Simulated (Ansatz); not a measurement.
# Phonons of AlN (P6_3mc) against volume

Wanted: Grüneisen parameters and pressure coefficients of the modes of AlN (P6_3mc).

Program: Ansatz 0.2.0. Level of theory: DFT LDA, scalar-relativistic, plane waves, PAW; PAW set soft_1. Results are calculated unless marked as measured.

The database entry behind the starting cell differs from later determinations by our own check (inner coordinate u about 0.002 short), so it need not match the best structure at ambient conditions.

### Step 1. The starting structure

The structure is hexagonal, space group P6_3mc (No. 186). Conventional cell: a = 3.113 Å, b = 3.113 Å, c = 4.981 Å, α = 90.00°, β = 90.00°, γ = 120.00°. Nearest to N lie 4 Al at 1.89 Å. Nearest to Al lie 4 N at 1.89 Å. Farther neighbours and most contacts between anions are not listed.

Coordinates:

```cif
data_structure
_symmetry_space_group_name_H-M 'P 1'
_symmetry_Int_Tables_number 1
_cell_length_a 3.1130
_cell_length_b 3.1130
_cell_length_c 4.9810
_cell_angle_alpha 90.000
_cell_angle_beta 90.000
_cell_angle_gamma 120.000
_cell_volume 41.80
loop_
_atom_site_label
_atom_site_type_symbol
_atom_site_fract_x
_atom_site_fract_y
_atom_site_fract_z
_atom_site_occupancy
N1 N 0.33333 0.66667 0.38000 1
N2 N 0.66667 0.33333 0.88000 1
Al3 Al 0.33333 0.66667 0.00000 1
Al4 Al 0.66667 0.33333 0.50000 1
```

### Step 2. Relaxation

Harmonic phonons are second derivatives at a point where the forces vanish, and they are wanted at zero stress, so atoms and cell are relaxed first.

input.yaml reads:

```yaml
crystal:
  lattice:
    - [3.113, 0.0, 0.0]
    - [-1.5565, 2.695937082, 0.0]
    - [0.0, 0.0, 4.981]
  atoms:
    - { symbol: "N", position: [0.33333333, 0.66666667, 0.38] }
    - { symbol: "N", position: [0.66666667, 0.33333333, 0.88] }
    - { symbol: Al, position: [0.33333333, 0.66666667, 0.0] }
    - { symbol: Al, position: [0.66666667, 0.33333333, 0.5] }
kpoints:
  mp_grid: { grid: [9, 9, 6] }
hamiltonian:
  xc: lda
  pseudopotentials: { kind: paw, azcp: { folder: soft_1 }, xc_functional: pbe }
scf:
  occupations: { method: gaussian, width: 0.02 }
output:
  forces: true
  stress: true
  eigenvalues: true
relax:
  adjacent_minimum: "off"
  f_tol: 0.005
  max_steps: 80
  cell: { stress_tol: 0.05 }
```

Run with:

```bash
$ ansatz run input.yaml --threads 8 --pin off --max-ram 16384MiB --backend cpu --events-out ev --progress --plain --runs-dir out
```

Numbers of over 12 decimals in the logs are rounded to 6 here.

Output:

```text
Engine: ansatz 0.2.0, x86_64-unknown-linux-gnu
Pseudopotentials: kind: paw
Pseudopotential: N, paw, valence charge 5, recommended cutoff 420 eV (normal), soft_1/N.paw.azcp
Pseudopotential: Al, paw, valence charge 3, recommended cutoff 420 eV (normal), soft_1/Al.paw.azcp
Functional definition: SPW92
  exchange = slater_x
  correlation = pw_c
Crystal: 4 atoms, lattice volume = 41.803 Å³
Basis set: ecut = 420 eV, 809 PW (Γ)
Bands: 12, of which v1, the nominal top of the filled ones, is band 8 counted from 1 (7 counted from 0)
Symmetry: 12 space group operations
Space group: P63mc (ITA 186), of the structure as read, at distance tolerance 3.5e-5 Å
k-points: 48 of 486 (time reversal used)
Non-local potential: N, projectors of the file, l = 0: 2, l = 1: 2, l = 2: 1
Non-local potential: Al, projectors of the file, l = 0: 2, l = 1: 2, l = 2: 1
PAW form: soft (Blöchl's): semilocal exchange-correlation on the pseudo side does not see the compensation charge
PAW frozen core: N, regenerated for the run's functional, and the local potential with it (the file was generated under x = pbe(κ = 0.804, μ = 0.219515), c = pbe(β = 0.066725))
PAW frozen core: Al, regenerated for the run's functional, and the local potential with it (the file was generated under x = pbe(κ = 0.804, μ = 0.219515), c = pbe(β = 0.066725))
PAW one-centre angular grid: N, 110 points (default); XC on 64 Gauss nodes
PAW one-centre angular grid: Al, 110 points (default); XC on 64 Gauss nodes
Initial density: superposition of atomic densities (chi_scale 0.1, normalization cell, long waves kept (reshape's long-wave potential 0.00 eV rms))
Initial wavefunctions: pseudopotential atomic-orbital guess
Functional: x = slater, c = lda
SCF iter   1: F=—  HF=-1782.649356 eV  |F-HF|=—  |Δ(HF+E_count)|=         —  Δρ=1.33e-1  dr2=9.09e0  ethr=3.10e-3  ⟨swp⟩=5.8  Hψ=3644  notcnv=0
preconditioner: auto → none  [insulator: Δε(μ)=5.617 eV  Ē_g=14.157 eV  σ=0.020 eV  W_gap=1.00  n_scr=2 (ndim 8)  ℏωp=23.0 eV  f_vac=0.000  D(μ)=0.00/eV (n_scr^D=0)  ε∞_Penn≈3.6]
SCF iter   2: F=—  HF=-1779.833709 eV  |F-HF|=—  |Δ(HF+E_count)|=    2.82e0  Δρ=3.44e-2  dr2=3.38e-1  ethr=3.10e-3  ⟨swp⟩=2.9  Hψ=1689  notcnv=0
SCF iter   3: F=—  HF=-1779.712678 eV  |F-HF|=—  |Δ(HF+E_count)|=   1.21e-1  Δρ=1.28e-2  dr2=4.01e-2  ethr=2.11e-3  ⟨swp⟩=1.0  Hψ=664  notcnv=0
SCF iter   4: F=—  HF=-1779.697167 eV  |F-HF|=—  |Δ(HF+E_count)|=   1.55e-2  Δρ=4.61e-4  dr2=6.44e-5  ethr=2.50e-4  ⟨swp⟩=2.0  Hψ=766  notcnv=0
SCF iter   5: F=—  HF=-1779.697165 eV  |F-HF|=—  |Δ(HF+E_count)|=   2.13e-6  Δρ=4.39e-5  dr2=5.29e-7  ethr=4.02e-7  ⟨swp⟩=2.0  Hψ=914  notcnv=0
SCF iter   6: F=-1779.697165 eV  HF=-1779.697165 eV  |F-HF|=5.40e-10  |Δ(HF+E_count)|=   7.84e-8  Δρ=6.53e-6  dr2=5.24e-9  ethr=6.25e-10  ⟨swp⟩=5.1  Hψ=3021  notcnv=0
SCF 1 converged in 6 iterations: F = -1779.697165 eV  dr2 = 5.24e-9
  greatest PAW one-centre occupation: 0.781 electrons in one spin orbital (limit 2), on the N atom at site 1 (counted from 0), in its partial waves of l = 0
relax step   1: F+E_penalty+E_count = -1779.69716464 eV  Δ(F+E_penalty+E_count) = +0.000e0 eV  max|allowed force component| = 1.169e-1 eV/Å  Δτ_max = 0.0000 Å  P = -4.674 GPa  Ω = 41.803 Å³  (6 SCF iters, dr2 threshold 1.00e-7 eV, accepted)
Crystal: 4 atoms, lattice volume = 41.320 Å³
Basis set: ecut = 420 eV, 785 PW (Γ)
Initial density: handed on by an earlier stage of this run
Initial wavefunctions: those handed on with the density
iter 1 solved again at ethr=2.20e-5 eV; its pass at ethr=3.10e-3 eV (dr2=3.52e-3 eV) is discarded
SCF iter   1: F=—  HF=-1779.710611 eV  |F-HF|=—  |Δ(HF+E_count)|=         —  Δρ=2.76e-3  dr2=3.57e-3  ethr=2.20e-5  ⟨swp⟩=1.0  Hψ=3606  notcnv=0
preconditioner: auto → none  [insulator: Δε(μ)=4.356 eV  Ē_g=13.072 eV  σ=0.020 eV  W_gap=1.00  n_scr=2 (ndim 8)  ℏωp=23.1 eV  f_vac=0.000  D(μ)=0.00/eV (n_scr^D=0)  ε∞_Penn≈4.1]
SCF iter   2: F=—  HF=-1779.709508 eV  |F-HF|=—  |Δ(HF+E_count)|=   1.10e-3  Δρ=4.46e-4  dr2=8.15e-5  ethr=2.20e-5  ⟨swp⟩=2.1  Hψ=1034  notcnv=0
SCF iter   3: F=—  HF=-1779.709470 eV  |F-HF|=—  |Δ(HF+E_count)|=   3.81e-5  Δρ=1.65e-4  dr2=7.77e-6  ethr=5.10e-7  ⟨swp⟩=1.9  Hψ=849  notcnv=0
iter 4 did not close the SCF: its close was put off for the readings that it lacked (scf_convergence_deferred on its scf_iter line)
SCF iter   4: F=-1779.709466 eV  HF=-1779.709466 eV  |F-HF|=7.05e-9  |Δ(HF+E_count)|=   4.54e-6  Δρ=9.25e-6  dr2=2.03e-8  ethr=4.86e-8  ⟨swp⟩=2.0  Hψ=866  notcnv=0
iter 5 did not close the SCF: its close was put off for the readings that it lacked (scf_convergence_deferred on its scf_iter line)
SCF iter   5: F=-1779.709466 eV  HF=-1779.709466 eV  |F-HF|=1.09e-10  |Δ(HF+E_count)|=   2.30e-9  Δρ=1.34e-6  dr2=4.15e-10  ethr=1.27e-10  ⟨swp⟩=2.6  Hψ=976  notcnv=0
SCF iter   6: F=-1779.709466 eV  HF=-1779.709466 eV  |F-HF|=1.82e-12  |Δ(HF+E_count)|=  3.96e-11  Δρ=1.41e-7  dr2=4.06e-12  ethr=2.60e-12  ⟨swp⟩=1.0  Hψ=1759  notcnv=0
the search or the solves at the SCF's close seem to have found levels that the self-consistency loop had missed (the run counts 1). By its estimate they hold under 1e-12 electrons; where the run keeps them, the occupations were computed again with them
SCF 2 converged in 6 iterations: F = -1779.709466 eV  dr2 = 4.06e-12
  greatest PAW one-centre occupation: 0.782 electrons in one spin orbital (limit 2), on the N atom at site 1 (counted from 0), in its partial waves of l = 0
relax step   2: F+E_penalty+E_count = -1779.70946563 eV  Δ(F+E_penalty+E_count) = -1.230e-2 eV  max|allowed force component| = 9.115e-2 eV/Å  Δτ_max = 0.0011 Å  P = -2.340 GPa  Ω = 41.320 Å³  energy of the carried Pulay correction = +1.123e-3 eV  (6 SCF iters, dr2 threshold 4.00e-7 eV, accepted)
Crystal: 4 atoms, lattice volume = 40.834 Å³
iter 1 solved again at ethr=2.35e-5 eV; its pass at ethr=3.10e-3 eV (dr2=3.76e-3 eV) is discarded
SCF iter   1: F=—  HF=-1779.715848 eV  |F-HF|=—  |Δ(HF+E_count)|=         —  Δρ=2.89e-3  dr2=3.82e-3  ethr=2.35e-5  ⟨swp⟩=1.0  Hψ=3632  notcnv=0
preconditioner: auto → none  [insulator: Δε(μ)=4.449 eV  Ē_g=13.165 eV  σ=0.020 eV  W_gap=1.00  n_scr=2 (ndim 8)  ℏωp=23.2 eV  f_vac=0.000  D(μ)=0.00/eV (n_scr^D=0)  ε∞_Penn≈4.1]
SCF iter   2: F=—  HF=-1779.714652 eV  |F-HF|=—  |Δ(HF+E_count)|=   1.20e-3  Δρ=4.87e-4  dr2=9.24e-5  ethr=2.35e-5  ⟨swp⟩=2.1  Hψ=1033  notcnv=0
SCF iter   3: F=—  HF=-1779.714611 eV  |F-HF|=—  |Δ(HF+E_count)|=   4.16e-5  Δρ=1.75e-4  dr2=8.30e-6  ethr=5.77e-7  ⟨swp⟩=2.0  Hψ=878  notcnv=0
iter 4 did not close the SCF: its close was put off for the readings that it lacked (scf_convergence_deferred on its scf_iter line)
SCF iter   4: F=-1779.714606 eV  HF=-1779.714606 eV  |F-HF|=1.21e-8  |Δ(HF+E_count)|=   4.79e-6  Δρ=1.17e-5  dr2=3.00e-8  ethr=5.19e-8  ⟨swp⟩=2.0  Hψ=863  notcnv=0
iter 5 did not close the SCF: its close was put off for the readings that it lacked (scf_convergence_deferred on its scf_iter line)
SCF iter   5: F=-1779.714606 eV  HF=-1779.714606 eV  |F-HF|=1.13e-10  |Δ(HF+E_count)|=   5.09e-9  Δρ=2.09e-6  dr2=9.18e-10  ethr=1.88e-10  ⟨swp⟩=2.4  Hψ=968  notcnv=0
SCF iter   6: F=-1779.714606 eV  HF=-1779.714606 eV  |F-HF|=1.36e-12  |Δ(HF+E_count)|=  2.27e-11  Δρ=1.36e-7  dr2=4.30e-12  ethr=5.74e-12  ⟨swp⟩=1.0  Hψ=1660  notcnv=0
SCF 3 converged in 6 iterations: F = -1779.714606 eV  dr2 = 4.30e-12
  greatest PAW one-centre occupation: 0.783 electrons in one spin orbital (limit 2), on the N atom at site 1 (counted from 0), in its partial waves of l = 0
relax step   3: F+E_penalty+E_count = -1779.71460584 eV  Δ(F+E_penalty+E_count) = -5.140e-3 eV  max|allowed force component| = 3.032e-2 eV/Å  Δτ_max = 0.0023 Å  P = +0.136 GPa  Ω = 40.834 Å³  energy of the carried Pulay correction = +2.266e-3 eV  (6 SCF iters, dr2 threshold 4.00e-7 eV, accepted)
[...]
relax step   4: F+E_penalty+E_count = -1779.71464585 eV  Δ(F+E_penalty+E_count) = -4.002e-5 eV  max|allowed force component| = 1.780e-3 eV/Å  Δτ_max = 0.0018 Å  P = +0.018 GPa  Ω = 40.851 Å³  energy of the carried Pulay correction = +2.226e-3 eV  (6 SCF iters, dr2 threshold 9.99e-8 eV, accepted)
[...]
relax step   5: F+E_penalty+E_count = -1779.71464732 eV  Δ(F+E_penalty+E_count) = -1.471e-6 eV  max|allowed force component| = 4.264e-4 eV/Å  Δτ_max = 0.0003 Å  P = -0.002 GPa  Ω = 40.856 Å³  energy of the carried Pulay correction = +2.212e-3 eV  (6 SCF iters, dr2 threshold 7.55e-8 eV, accepted)
[...]
relax step   6: F+E_penalty+E_count = -1779.71273323 eV  Δ(F+E_penalty+E_count) = +1.914e-3 eV  max|allowed force component| = 3.763e-4 eV/Å  Δτ_max = 0.0000 Å  P = -0.096 GPa  Ω = 40.856 Å³  stress off target by 1.04e-1 GPa  SCF on the basis re-selected at this cell (its energy is not comparable with the rows above)  (6 SCF iters)
[...]
relax step   7: F+E_penalty+E_count = -1779.71278119 eV  Δ(F+E_penalty+E_count) = -4.797e-5 eV  max|allowed force component| = 5.481e-6 eV/Å  Δτ_max = 0.0000 Å  P = -0.001 GPa  Ω = 40.838 Å³  energy of the carried Pulay correction = +4.239e-5 eV  (6 SCF iters, dr2 threshold 2.69e-8 eV, accepted)
iter 1 solved again at ethr=1.01e-8 eV; its pass at ethr=3.10e-3 eV (dr2=1.62e-6 eV) is discarded
SCF iter   1: F=—  HF=-1779.712745 eV  |F-HF|=—  |Δ(HF+E_count)|=         —  Δρ=3.43e-6  dr2=5.59e-10  ethr=1.01e-8  ⟨swp⟩=3.0  Hψ=5557  notcnv=0
preconditioner: auto → none  [insulator: Δε(μ)=4.416 eV  Ē_g=13.144 eV  σ=0.020 eV  W_gap=1.00  n_scr=2 (ndim 8)  ℏωp=23.2 eV  f_vac=0.000  D(μ)=0.00/eV (n_scr^D=0)  ε∞_Penn≈4.1]
SCF iter   2: F=—  HF=-1779.712745 eV  |F-HF|=—  |Δ(HF+E_count)|=  8.30e-10  Δρ=1.67e-6  dr2=1.22e-10  ethr=3.49e-12  ⟨swp⟩=2.3  Hψ=949  notcnv=0
iter 3 did not close the SCF: its close was put off for the readings that it lacked (scf_convergence_deferred on its scf_iter line)
SCF iter   3: F=-1779.712745 eV  HF=-1779.712745 eV  |F-HF|=3.64e-12  |Δ(HF+E_count)|=  1.77e-10  Δρ=2.57e-7  dr2=8.63e-12  ethr=1.00e-12  ⟨swp⟩=1.4  Hψ=677  notcnv=0
iter 4 did not close the SCF: its close was put off for the readings that it lacked (scf_convergence_deferred on its scf_iter line)
SCF iter   4: F=-1779.712745 eV  HF=-1779.712745 eV  |F-HF|=4.55e-13  |Δ(HF+E_count)|=  1.36e-12  Δρ=2.64e-8  dr2=1.33e-13  ethr=1.00e-12  ⟨swp⟩=1.0  Hψ=576  notcnv=0
iter 5 did not close the SCF: its close was put off for the readings that it lacked (scf_convergence_deferred on its scf_iter line)
SCF iter   5: F=-1779.712745 eV  HF=-1779.712745 eV  |F-HF|=0.00e0  |Δ(HF+E_count)|=    0.00e0  Δρ=5.14e-9  dr2=1.09e-14  ethr=1.00e-12  ⟨swp⟩=1.0  Hψ=576  notcnv=0
iter 6 did not close the SCF: its close was put off for the readings that it lacked (scf_convergence_deferred on its scf_iter line)
SCF iter   6: F=-1779.712745 eV  HF=-1779.712745 eV  |F-HF|=0.00e0  |Δ(HF+E_count)|=    0.00e0  Δρ=1.96e-9  dr2=1.57e-15  ethr=1.00e-12  ⟨swp⟩=1.0  Hψ=576  notcnv=0
SCF iter   7: F=-1779.712745 eV  HF=-1779.712745 eV  |F-HF|=2.27e-13  |Δ(HF+E_count)|=  2.27e-13  Δρ=1.39e-10  dr2=6.14e-18  ethr=1.00e-12  ⟨swp⟩=1.0  Hψ=1344  notcnv=0
SCF 8 converged in 7 iterations: F = -1779.712745 eV  dr2 = 6.14e-18
relax step   8: F+E_penalty+E_count = -1779.71274497 eV  Δ(F+E_penalty+E_count) = +3.622e-5 eV  max|allowed force component| = 2.564e-5 eV/Å  Δτ_max = 0.0000 Å  P = -0.002 GPa  Ω = 40.838 Å³  stress off target by 3.35e-3 GPa  SCF on the basis re-selected at this cell (its energy is not comparable with the rows above)  (7 SCF iters)
basis re-selected at this cell: Δ(F+E_penalty+E_count) = +3.622e-5 eV, ΔP = -0.001 GPa vs the last step (what re-selecting the basis moved, of the pressure what is left beyond the Pulay correction that the steps carried, after the strain that the cell walked since its last selection, with what the two solves' SCF thresholds leave and, on support functions, any second-order correction that the steps lacked; it is no m [...]
SCF converged after 7 iterations
Free energy (F): -1779.712745 eV
Harris-Foulkes:  -1779.712745 eV  (|F-HF|=2.27e-13)
Internal energy: -1779.712745 eV  (E = F + TS)
E sigma→0 (E₀):  -1779.712745 eV
Fermi energy:    9.303162 eV
--- Per-component energies (eV) ---
  E_band       = 29.386843
  E_kinetic    = 313.985346
  E_local      = -417.738019  (includes V_loc(G=0)·N_el)
  E_nonlocal   = 93.398245
  E_hartree    = 152.386880
  E_xc         = -196.400463
  E_vxc        = -213.861940  (∫ρ·V_xc dr)
  E_paw        = -1129.325579  (= ΣΔE_a)
  E_vpaw       = -51.172189  (= ΣTr[D̂ρ^β])
  E_aug_tail   = 0.001642  (compensation charges beyond the density's cutoff)
  E_ewald      = -596.292316
  E_core_change = 0.271521  (= ΣΔE_core)
  E_smearing   = -0.000000  (= −TS)
  E_closure    = 0.000000  (closes the sum)
  Σ components = -1779.712745   (vs F -1779.712745, Δ=0.00e0)
--- Forces (eV/Å), atoms counted from 1 ---
  atom   1  N     -0.00000000     0.00000000    -0.00002148
  atom   2  N      0.00000000     0.00000000    -0.00002148
  atom   3  Al    -0.00000000    -0.00000000     0.00002981
  atom   4  Al    -0.00000000     0.00000000     0.00002981
  max |Σ_I F_I| component: 1.67e-5 eV/Å
--- Stress (GPa, compression-positive) ---
       -0.001965      -0.000000      -0.000000
       -0.000000      -0.001965      -0.000000
       -0.000000      -0.000000      -0.003345
  P = ⅓ Tr σ = -0.0024 GPa (-0.024 kbar)
--- Band table (eV; the first three rows and the last of 48) ---
  k-point 0: bands = [... 4 lower, 6.2090, 6.8672, 6.8672, 7.0953, 11.5111, 13.8318, 17.7538, 18.2026]
  k-point 1: bands = [... 4 lower, 6.2507, 6.4977, 6.8205, 6.8205, 11.9883, 13.9061, 17.5741, 18.1707]
  k-point 2: bands = [... 4 lower, 6.3658, 6.3658, 6.6950, 6.6950, 12.9180, 13.9913, 17.2792, 18.2228]
  k-point 47: bands = [... 4 lower, 3.1126, 3.1126, 6.2892, 6.2892, 14.4551, 14.4551, 14.9279, 14.9279]
--- Relaxed structure (6 steps of the walk, 6 accepted, 2 SCFs on fresh bases) ---
  F+E_penalty+E_count = -1779.71274497 eV   max|allowed force component| = 2.564e-5 eV/Å   (the final SCF, on the basis selected at the relaxed cell)
  cell:  # Å, volume = 40.8382 Å³
    - [3.088622, 9.021499302827641e-19, 0]
    - [-1.544311, 2.674826, 0]
    - [0, 0, 4.943175]
  atoms:
    - { symbol: N, position: [0.333333, 0.666667, 0.380990] }
    - { symbol: N, position: [0.666667, 0.333333, 0.880990] }
    - { symbol: Al, position: [0.333333, 0.666667, -0.000990245] }
    - { symbol: Al, position: [0.666667, 0.333333, 0.499010] }
```

It took 3.6 s on 8 threads of AMD EPYC 7B13 (Zen 3), shared host; peak memory 0.44 GiB; 18 s of CPU time.

Step by step:

| step | energy less that of the first step (eV) | largest force component (eV/Å) | pressure (GPa) | volume (Å³) |
| --- | --- | --- | --- | --- |
| 1 | 0.0000 | 0.1169 | -4.67 | 41.80 |
| 2 | -0.0123 | 0.0912 | -2.34 | 41.32 |
| 3 | -0.0174 | 0.0303 | 0.14 | 40.83 |
| 4 | -0.0175 | 0.0018 | 0.02 | 40.85 |
| 5 | -0.0175 | 0.0004 | 0.00 | 40.86 |
| 6* | -0.0156 | 0.0004 | -0.10 | 40.86 |
| 7 | -0.0156 | 0.0000 | 0.00 | 40.84 |
| 8* | -0.0156 | 0.0000 | 0.00 | 40.84 |

Relaxation steps marked * repeat the geometry before them on a plane-wave basis chosen anew for their cell, so energy and pressure can jump there.

Forces are held to the 12 operations that the run works with; a distortion that breaks them can't arise in this run.

| conventional cell, symmetrised | before | after | change |
| --- | --- | --- | --- |
| a (Å) | 3.113 | 3.089 | -0.8 % |
| b (Å) | 3.113 | 3.089 | -0.8 % |
| c (Å) | 4.981 | 4.943 | -0.8 % |
| volume (Å³/atom) | 10.45 | 10.21 | -2.3 % |

Final coordinates:

```cif
data_structure
_symmetry_space_group_name_H-M 'P 1'
_symmetry_Int_Tables_number 1
_cell_length_a 3.0886
_cell_length_b 3.0886
_cell_length_c 4.9432
_cell_angle_alpha 90.000
_cell_angle_beta 90.000
_cell_angle_gamma 120.000
_cell_volume 40.84
loop_
_atom_site_label
_atom_site_type_symbol
_atom_site_fract_x
_atom_site_fract_y
_atom_site_fract_z
_atom_site_occupancy
N1 N 0.33333 0.66667 0.38099 1
N2 N 0.66667 0.33333 0.88099 1
Al3 Al 0.33333 0.66667 0.99901 1
Al4 Al 0.66667 0.33333 0.49901 1
```

Numbers from this step:

```
pressure          : -0.002425 GPa
gap on the k-mesh : 4.416 eV
volume per atom   : 10.21 Å³
```

In this step the volume went from 10.45 to 10.21 Å³/atom.

(Part 1 of 3 ends here.)

[Logs are printed without paths, hosts, clocks, repeated set-up lines and the standing remarks that a program may print on its own settings, such as how far it seeks lower states.]

[Hosts, paths, dates, database ids (printed as entryN), source tags and the programs' standing remarks are cut or masked in the printed files.]
